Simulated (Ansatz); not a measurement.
# Lu (P6_3/mmc): coupling and resistivity by level of theory, part 2 of 5

Each step names its level of theory.

So far. Step 2 (Relaxing tightly for phonons): The largest force is now zero by symmetry and the largest stress component 0.0070 GPa. Step 3 (Tight relaxation (LDA, PAW)): The largest force is now zero by symmetry and the largest stress component 7.1e-4 GPa, small enough for phonons.

### Step 4. Resistivity: LDA at its own relaxed cell

Level of this step: DFT LDA, scalar-relativistic, plane waves, PAW (Ansatz).

The functional sets the lattice constant, the bands and the force constants.

Contents of input.yaml:

```yaml
crystal:
  lattice:
    - [3.3870134779, 0.0, 0.0]
    - [-1.693506739, 2.9332397148, 0.0]
    - [0.0, 0.0, 5.2306627966]
  atoms:
    - { symbol: Lu, position: [0.3333333333, 0.6666666667, 0.25] }
    - { symbol: Lu, position: [0.6666666667, 0.3333333333, 0.75] }
kpoints:
  mp_grid: { grid: [9, 9, 4] }
hamiltonian:
  xc: lda
scf:
  occupations: { method: methfessel_paxton, width: 0.2 }
output:
  eigenvalues: true
phonons:
  method: dfpt
  qmesh: [3, 3, 1]
  temperatures: { t_max: 1000, t_step: 50 }
  qpath:
    path:
      - [[0.0, 0.0, 0.0], [0.5, 0.0, 0.0], [0.33333333, 0.33333333, 0.0], [0.0, 0.0, 0.0], [0.0, 0.0, 0.5], [0.5, 0.0, 0.5], [0.33333333, 0.33333333, 0.5], [0.0, 0.0, 0.5]]
      - [[0.5, 0.0, 0.5], [0.5, 0.0, 0.0]]
      - [[0.33333333, 0.33333333, 0.5], [0.33333333, 0.33333333, 0.0]]
    npoints: 10
  electrical_resistivity:
    mesh: [12, 12, 8]
    temperatures: [20.0, 50.0, 80.0, 100.0, 150.0, 200.0, 273.0, 300.0, 400.0, 500.0, 600.0, 800.0]
  superconductivity: { mesh: [12, 12, 8], eliashberg_equations: false }
```

Launch:

```sh
$ ansatz run input.yaml --threads 4 --pin off --max-ram 10240MiB --backend cpu --events-out ev --progress --plain --runs-dir out
```

Numbers of over 12 decimals in the logs are rounded to 6 here.

Log:

```text
band count auto-derived: 31 (N_el = 50.0; filled up to band 25; 30 by the electrons, moments and atoms)
[...]
Crystal: 2 atoms, lattice volume = 51.966 Å³
Basis set: ecut = 420 eV, 1013 PW (Γ), exchange–correlation on 48×48×72 points (8 copies of the dense FFT grid, shifted against one another)
Bands: 31, of which v1, the nominal top of the filled ones, is band 25 counted from 1 (24 counted from 0)
Symmetry: 24 space group operations
k-points: 36 of 324
[...]
SCF iter   1: F=—  HF=-28986.006422 eV  |F-HF|=—  |Δ(HF+E_count)|=         —  Δρ=4.32e-3  dr2=6.43e-3  ethr=1.77e-3  ⟨swp⟩=5.4  Hψ=4765  notcnv=0
[...]
SCF iter  11: F=-28985.998991 eV  HF=-28985.998991 eV  |F-HF|=1.46e-11  |Δ(HF+E_count)|=    0.00e0  S|Δr|=    0.00e0  Δρ=1.52e-8  dr2=1.11e-13  ethr=1.00e-12  ⟨swp⟩=7.6  Hψ=6837  notcnv=0
SCF 1 converged in 11 iterations: F = -28985.998991 eV  dr2 = 1.11e-13
[...]
NSCF: frozen V_eff on 36 k-points
WARN: eigensolver did not converge in 6 slots of this pass, the one above among them; of largest residual over every band (k=12): 1 band(s) unlocked (lowest unlocked band 30, counted from 0; max residual 1.35e-1 eV among the unlocked bands, 1.35e-1 eV over every band); of lowest unlocked band (k=10): band 30
[...]
DFPT response loops at q = (0, 0, 0) (fractional): preconditioner auto → Kerker (q_TF=auto, 2.711 Å⁻¹) (partly filled bands, converged f_vac=0.000); β = 1.00, the filter's whole step (`scf.mixing.beta` (0.50) is not read by the response loops under this deck's `scf.mixing.preconditioner`; to damp them name `kerker` or `kerker_dos`, under which they read `scf.mixing.beta`, and type it under 1.00, their step now; both keys bind the ground state too); Broyden in place of MSR1
[...]
SCF iter   1: F=—  HF=-28986.006422 eV  |F-HF|=—  |Δ(HF+E_count)|=         —  Δρ=4.32e-3  dr2=6.43e-3  ethr=1.77e-3  ⟨swp⟩=5.4  Hψ=4765  notcnv=0
[...]
SCF iter  11: F=-28985.998991 eV  HF=-28985.998991 eV  |F-HF|=0.00e0  |Δ(HF+E_count)|=  7.28e-12  S|Δr|=    0.00e0  Δρ=1.52e-8  dr2=1.12e-13  ethr=1.00e-12  ⟨swp⟩=4.1  Hψ=3502  notcnv=0
SCF 2 converged in 11 iterations: F = -28985.998991 eV  dr2 = 1.12e-13
[...]
SCF converged after 11 iterations
Stability not checked: this state was not tested for a lower state beside it, because cold or Methfessel-Paxton smearing, or corrected tetrahedra, fill the levels in a way that the test cannot read (fill_not_monotonic; see scf.lower_state_search)
Free energy (F): -28985.998991 eV
[...]
Internal energy: -28986.004480 eV  (E = F + TS)
E sigma→0 (E₀):  -28986.000364 eV
Entropy (-TS):   0.005489 eV (2.744 meV/atom)
Fermi energy:    15.281508 eV
[...]
--- Band table (eV; the first three rows and the last of 36) ---
  k-point 0: bands = [... 21 lower, 10.5670, 10.5732, 12.6443, 16.5139, 17.4071, 17.4071, 18.0217, 18.2679, ... 2 higher]
  k-point 1: bands = [... 21 lower, 10.5679, 10.5723, 12.2021, 16.1901, 17.1867, 17.1867, 17.5129, 17.8359, ... 2 higher]
  k-point 2: bands = [... 21 lower, 10.5701, 10.8311, 10.8311, 16.5414, 16.5414, 17.2752, 17.2752, 17.2752, ... 2 higher]
  k-point 35: bands = [... 21 lower, 10.5431, 14.5394, 14.5394, 14.7510, 14.7510, 15.8098, 15.8098, 18.8243, ... 2 higher]
--- Phonons (Γ-DFPT): 2 representative perturbations + reference (Σ response iterations 8) ---
  ASR residual: 3.691e-7 → 0.000e0 eV/Å²; symmetrization residual: 1.075e-9 eV/Å²
  ASR residual per site (eV/Å²): 3.69e-7 3.69e-7
  Γ frequencies (cm⁻¹): 0.00 0.00 0.00 80.10 80.10 132.74
--- Phonons (arbitrary-q DFPT): 3 irreducible q on the 3×3×1 mesh ---
  q = [0.0000, 0.0000, 0.0000] (star 1, of the zone-centre solve; hermiticity 1.90e-10, symmetrization 9.48e-11): -0.00 0.00 0.00 80.10 80.10 132.74
  q = [0.0000, 0.3333, 0.0000] (star 6, 3 solved perturbations on 135 of 324 k-point pairs; hermiticity 2.45e-8, symmetrization 7.84e-10): 57.87 61.63 91.87 100.20 106.55 126.64
  q = [0.3333, 0.3333, 0.0000] (star 2, 2 solved perturbations in 192 linear systems a pass and spin channel, the states on 135 of 324 k-point pairs; hermiticity 1.17e-8, symmetrization 5.83e-9): 94.21 94.21 95.18 95.18 102.18 117.53
  sum rule: each row above includes the acoustic sum rule's correction from the zone centre's row sums; it moved no ω² by more than (0.02 cm⁻¹)²
  mesh force constants: q→R imaginary residual 1.60e-16; ASR residual 3.691e-7 → 0.000e0 eV/Å²; symmetrization residual 6.217e-15 eV/Å²
  interpolated dispersion: 93 rows × 6 modes
  density of states and harmonic sums: on the 21×21×12 q-mesh, interpolated from the force constants of a 3×3×1 supercell (no non-analytic term)
  largest difference from the sums on the solved wave vectors: F 7.23e-2 eV, S 1.01e-4 and C_V 2.87e-5 eV/K
  zero-point energy: 0.033814 eV/cell   skipped modes (ω ≤ 0): 3   left out of the sums: 9.45e-5 of the cell's modes: C_V's classical limit lies that fraction below 3 k_B per atom; for a crystal, a wire or a layer, F and S can be off by more, and a phonons.interpolated_qmesh denser along its periods is the remedy for the sampling
--- Electrical resistivity: potentials and phonons of a 3×3×1 supercell ---
  scattering by harmonic phonons alone, with no dipole-dipole term; scattering by other electrons, impurities, surfaces and spin disorder is left out, and so is spin–orbit coupling
  the resistivity is that of a variational response, whose dependence on the energy is improved iteratively
  at the Fermi level of each mesh (of a tensor a third of its trace):
           mesh   spin    states/(eV spin)  plasma energy (eV)         λ      λ_tr    ħω_log (meV)
        12×12×8                     1.4170              4.6120    0.5165    0.5510          10.887
          6×6×4                     1.4635              4.2082    0.5260    0.5887          10.867
  resistivity on the deck's mesh, µΩ·cm:
     T (K)       trace/3  mesh converged            xx            yy            zz    lowest order   relaxation time
     20.00     1.0101e-1              no     1.2031e-1     1.2031e-1     6.2419e-2       1.8185e-1         1.1452e-1
     50.00      2.7686e0              no      3.2607e0      3.2607e0      1.7843e0        3.2401e0          2.7413e0
     80.00      6.7696e0              no      7.9528e0      7.9528e0      4.4033e0        7.1959e0          6.5443e0
    100.00      9.3253e0              no      1.0947e1      1.0947e1      6.0819e0        9.7569e0          8.9804e0
    150.00      1.5363e1              no      1.8016e1      1.8016e1      1.0058e1        1.5921e1          1.4754e1
    200.00      2.1172e1              no      2.4808e1      2.4808e1      1.3900e1        2.1914e1          2.0319e1
    273.00      2.9524e1              no      3.4565e1      3.4565e1      1.9442e1        3.0574e1          2.8329e1
    300.00      3.2607e1              no      3.8168e1      3.8168e1      2.1486e1        3.3782e1          3.1288e1
    400.00      4.4088e1              no      5.1600e1      5.1600e1      2.9064e1        4.5781e1          4.2316e1
    500.00      5.5744e1              no      6.5273e1      6.5273e1      3.6686e1        5.8055e1          5.3525e1
    600.00      6.7597e1              no      7.9206e1      7.9206e1      4.4379e1        7.0629e1          6.4929e1
    800.00      9.1804e1              no      1.0768e2      1.0768e2      6.0045e1        9.6589e1          8.8221e1
  mean free path at 20 K (of a tensor a third of its trace): 1279 nm by what each carries, 1010 by the Fermi surface alone
[...]
the resistivity times a path that all electrons share, by the Fermi surface of the deck's mesh alone (a third of the trace): 1.025e-15 Ω·m²
  not converged in the mesh (λ; λ_tr; the resistivity at 20 K by 34.25 %; the resistivity at 50 K by 41.41 %; the resistivity at 80 K by 44.69 %; the resistivity at 100 K by 45.21 %; the resistivity at 150 K by 45.22 %; the resistivity at 200 K by 44.70 %; the resistivity at 273 K by 43.62 %; the resistivity at 300 K by 43.16 %; the resistivity at 400 K by 41.24 %; the resistivity at 500 K by 39.24 %; the resistivity [...]
  vibrations of 9 cells: unjudged by the run; compare a larger repeat
  the changes of the potential over all sites missed a rigid shift's by 0.00 % (the site terms' by 0.08 %)
  between the force constants' wavevectors the phonons are obtained by Fourier interpolation alone: along a vector of fewer than three repeats the shortest translation of the supercell is 5.231 Å, and under 8.164 Å the phonon self-energy is left out by default: enlarge phonons.supercell (under dfpt, phonons.qmesh)
--- Superconductivity: potentials and phonons of a 3×3×1 supercell ---
  pairing by harmonic phonons, in the closed forms alone; spin fluctuations are left out, and so is spin–orbit coupling
           mesh         λ    ħω_log (meV)  μ* declared at (meV)
        12×12×8    0.5165          10.887               11.439
          6×6×4    0.5260          10.867               11.401
  λ by the species' shares of the modes' patterns: Lu 0.5165
  transition temperature on the deck's mesh (K), isotropic and anisotropic, restricted to the Fermi surface (FSR) and over the full bandwidth (FBW), and the last with the density of states resolved in a narrower window:
        μ*   McMillan   Allen–Dynes      iso. FSR      iso. FBW    aniso. FSR    aniso. FBW  narrow window
      0.08      2.266         2.317             -             -             -             -              -
      0.10      1.741         1.777             -             -             -             -              -
      0.12      1.286         1.311             -             -             -             -              -
      0.13      1.087         1.107             -             -             -             -              -
      0.14      0.906         0.922             -             -             -             -              -
      0.16      0.600         0.610             -             -             -             -              -
      0.20      0.204         0.207             -             -             -             -              -
  not judged without the Eliashberg equations: between neighbouring meshes, the two finest first, λ moves by 1.85 %
  vibrations of 9 cells: unjudged by the run; compare a larger repeat
[...]
```

Run time: 65 s. Hardware: 4 threads of Intel Xeon Platinum 8488C (Sapphire Rapids), shared host; peak memory 0.93 GiB; 4 min of CPU time.

This step gave:

| Item | Value |
| --- | --- |
| zero point energy | 0.03381 eV/cell |
| share of imaginary modes in the plain interpolation between solved wavevectors | 0 |
| highest frequency, solved or plainly interpolated | 132.8 cm⁻¹ |
| Debye temperature (second moment) | 173 K |
| resistivity at 300 K | 32.61 μΩ cm, mean of the axes |
| coupling constant λ | 0.5165 |
| density of states at the Fermi level | 1.417 states/eV a spin and cell |
| log mean phonon energy ħω_log | 10.89 meV |
| transport coupling constant λ_tr | 0.5417, 0.5417, 0.5696 (xx, yy, zz) |
| Drude plasma energy | 4.057, 4.057, 5.559 eV (xx, yy, zz) |
| resistivity times mean free path | 12.31, 12.31, 6.133 × 10⁻¹⁶ Ω m² (xx, yy, zz) |
| second-moment phonon energy ħω₂ | 11.44 meV |
| coupling λ by branch | 0.0884, 0.096, 0.0878, 0.0862, 0.0846, 0.0735 (branches by rank of frequency) |

Solved on the 3×3×1 mesh alone; all other wavevectors are interpolated, and an axis with one point has no dispersion of its own. Phonon branches along the path, in cm⁻¹:

```csv
point,branch 1,branch 2,branch 3,branch 4,branch 5,branch 6
Γ,0,0,0,80,80,133
halfway,48,50,75,94,99,130
M,66,73,106,108,112,120
halfway,78,79,101,106,113,115
K,94,94,95,95,102,118
halfway,56,61,75,101,101,128
Γ,0,0,0,80,80,133
halfway,31,31,51,74,74,123
A,57,57,57,57,94,94
halfway,75,75,88,88,99,99
L,88,88,99,99,110,110
halfway,91,91,97,97,110,110
H,94,94,95,95,110,110
halfway,79,79,93,93,99,99
A,57,57,57,57,94,94
jump to L,88,88,99,99,110,110
halfway,73,82,101,108,111,114
M,66,73,106,108,112,120
jump to H,94,94,95,95,110,110
halfway,94,94,95,95,105,115
K,94,94,95,95,102,118
```

The phonon branches as a text plot (rows in cm⁻¹):

```
    130 |*****           *******
    125 |     **                *
    119 |       **  *** *                                  **  **
    113 |       ****   **        *                        *****
    108 |     ******   **                ********       *******
    102 |    ***  * ***  *        *     *        **     * **   **
     97 |    **    ***    *        ***********************   ****
     91 |  **       * **   *               ***  ** *    *
     86 | ** *      * ***   *     *   *  **       * *   **
     80 |*         *   **    ***       **          *     **
     75 |       ***     **      *     *             **    ***
     69 |      * *               *   *               *     *
     64 |   * ***        **       * **                *     *
     58 |    **          *         **                  *
     53 |    *            **    * *
     47 |  *              *
     42 |   *                    *
     36 |                  **
     30 | **                    *
     25 |                   *
     19 | *                  * *
     14 |*                   * *
      8 |*
      3 |                     *
         Γ      M    K        Γ   A       L    H       A|L M|H  K
```

The Eliashberg function α²F has structure finer than the step of the table below, so its rows give means over 0.5 meV, whole bins alone (the curve runs from 0.064 to 16.4 meV). Peaks (meV: height): α²F 11.12: 0.543, 11.77: 0.641, 13.18: 0.828; α²F tr 11.12: 0.624, 11.77: 0.709, 13.18: 0.990.

The Eliashberg function α²F by phonon energy; means over each step:

```csv
phonon energy (meV),α²F,α²F tr
1.0,1.9e-5,0
1.5,1.4e-4,4.1e-5
2.0,4.7e-4,1.5e-4
2.5,0.00136,4.2e-4
3.0,0.00247,9.3e-4
3.5,0.00462,0.00200
4.0,0.00689,0.00359
4.5,0.0101,0.00605
5.0,0.0142,0.00913
5.5,0.0192,0.0130
6.0,0.0266,0.0189
6.5,0.0374,0.0273
7.0,0.0527,0.0397
7.5,0.0739,0.0583
8.0,0.107,0.0907
8.5,0.155,0.143
9.0,0.207,0.206
9.5,0.273,0.282
10.0,0.358,0.368
10.5,0.431,0.458
11.0,0.515,0.579
11.5,0.428,0.464
12.0,0.521,0.564
12.5,0.461,0.492
13.0,0.648,0.748
13.5,0.599,0.751
14.0,0.370,0.469
14.5,0.209,0.246
15.0,0.114,0.141
15.5,0.0785,0.0922
16.0,0.0449,0.0447
```

Resistivity, by row:

```csv
T (K),ρ_xx (μΩ cm),ρ_yy,ρ_zz,"ρ by Ziman's lowest order, mean","ρ by relaxation times, mean",within 2 % of the coarser mesh
20,0.1203,0.1203,0.06242,0.1819,0.1145,no
50,3.261,3.261,1.784,3.24,2.741,no
80,7.953,7.953,4.403,7.196,6.544,no
100,10.95,10.95,6.082,9.757,8.98,no
150,18.02,18.02,10.06,15.92,14.75,no
200,24.81,24.81,13.9,21.91,20.32,no
273,34.57,34.57,19.44,30.57,28.33,no
300,38.17,38.17,21.49,33.78,31.29,no
400,51.6,51.6,29.06,45.78,42.32,no
500,65.27,65.27,36.69,58.05,53.52,no
600,79.21,79.21,44.38,70.63,64.93,no
800,107.7,107.7,60.04,96.59,88.22,no
```

Some points of the scattering mesh along the symmetry lines, up to three branches each (those of largest λ), at most 39 rows; the frequencies are those of the scattering step, which can differ from the solved and plainly interpolated ones; single rows converge slowly. Mode couplings:

```csv
q1,q2,q3,branch,ħω (meV),λ_q,half width (meV)
0.3333,0,0,1,7.18,0.0856,0.0196
0.3333,0,0,3,11.39,0.103,0.0592
0.3333,0,0,5,13.21,0.113,0.0881
0.3333,0.3333,0,1,11.68,0.157,0.0951
0.3333,0.3333,0,2,11.68,0.157,0.0951
0.3333,0.3333,0,6,14.57,0.119,0.113
0,0,0.125,3,3.21,0.171,0.00784
0,0,0.125,4,9.74,0.0768,0.0324
0,0,0.125,5,9.74,0.0768,0.0324
0.0833,0,0.5,3,7.67,0.0532,0.0139
0.0833,0,0.5,5,11.75,0.102,0.0628
0.0833,0,0.5,6,11.75,0.102,0.0628
0.4167,0,0.5,3,12.34,0.134,0.0909
0.4167,0,0.5,4,12.34,0.134,0.0909
0.4167,0,0.5,5,13.27,0.0829,0.065
0.25,0.25,0.5,1,11.19,0.0943,0.0526
0.25,0.25,0.5,3,12.05,0.134,0.0866
0.25,0.25,0.5,4,12.05,0.134,0.0866
0.5,0,0.375,1,9.96,0.0901,0.0398
0.5,0,0.375,2,11.19,0.127,0.071
0.5,0,0.375,4,13.35,0.164,0.13
0.3333,0.3333,0.5,1,11.68,0.11,0.0667
0.3333,0.3333,0.5,3,11.8,0.174,0.108
0.3333,0.3333,0.5,4,11.8,0.174,0.108
0.3333,0.3333,0,1,11.68,0.157,0.0951
0.3333,0.3333,0,2,11.68,0.157,0.0951
0.3333,0.3333,0,6,14.57,0.119,0.113
```

Largest shares of lambda; single rows converge slowly. Strongest modes:

```csv
q1,q2,q3,star,branch,ħω (meV),λ_q,half width (meV)
0.25,0.3333,0.25,24,1,10.9,0.1632,0.08631
0.1667,0.3333,0.25,24,2,10.21,0.1534,0.07119
0.25,0.3333,0.375,24,2,11.37,0.1511,0.08696
0.25,0.3333,0.375,24,4,12.41,0.1453,0.09958
0.08333,0.4167,0.375,24,4,13.25,0.1409,0.1101
0.08333,0.4167,0.375,24,2,11.17,0.1393,0.07733
0.1667,0.3333,0.375,24,2,11.13,0.1387,0.07647
0.1667,0.25,0.25,24,2,9.574,0.1334,0.05442
```

300 K. Cumulative share of the conductivity against mean free path:

```csv
mean free path (nm),along x,along z
1.12,0.00370,0.00357
1.26,0.00546,0.00379
1.41,0.00761,0.0054
1.58,0.0221,0.00977
1.78,0.0311,0.0367
2.00,0.110,0.0918
2.24,0.137,0.151
2.51,0.245,0.307
2.82,0.337,0.417
3.16,0.445,0.638
3.55,0.484,0.746
3.98,0.509,0.771
4.47,0.673,0.847
5.01,0.854,0.933
5.62,0.913,0.974
```

Resistivity by mesh:

```csv
mesh,T (K),mean rho (μΩ cm)
12x12x8,20,0.101
12x12x8,300,32.61
12x12x8,800,91.8
6x6x4,20,0.1292
6x6x4,300,43.85
6x6x4,800,116.7
```

Harmonic mean-square displacement, third of the trace. U eq, by row:

```csv
T (K),Lu1 U_eq (Å²),Lu2 U_eq (Å²)
0,0.00114,0.00114
100,0.00241,0.00241
300,0.00664,0.00664
600,0.01317,0.01317
```

Harmonic. Thermo, by row:

```csv
T (K),F_vib (meV/atom),S (J/mol-atom/K),C_V (J/mol-atom/K)
0,16.91,0,0
50,15.65,7.961,14.55
100,8.02,20.81,21.56
150,-5.26,29.96,23.36
200,-22.63,36.78,24.03
250,-43.14,42.19,24.35
300,-66.19,46.64,24.53
350,-91.37,50.43,24.64
400,-118.4,53.73,24.71
450,-147,56.64,24.76
500,-177,59.25,24.79
550,-208.3,61.62,24.82
600,-240.8,63.77,24.84
650,-274.4,65.76,24.85
700,-309,67.61,24.86
750,-344.5,69.32,24.88
800,-380.8,70.93,24.88
850,-418,72.44,24.89
900,-455.9,73.86,24.89
950,-494.5,75.21,24.9
1000,-533.8,76.48,24.9
```

Some states were left unconverged by the eigensolver. By its own test the run is not converged in the mesh. λ = 0.516 and 32.6 μΩ cm at 300 K. The run's own test puts 43 % between its two finest meshes on the component of the resistivity at 300 K that moves most, so it is not converged.

(Part 2 of 5 ends here.)

[Logs are printed without paths, hosts, clocks, repeated set-up lines and the standing remarks that a program may print on its own settings, such as how far it seeks lower states.]

[Hosts, paths, dates, database ids (printed as entryN), source tags and the programs' standing remarks are cut or masked in the printed files.]
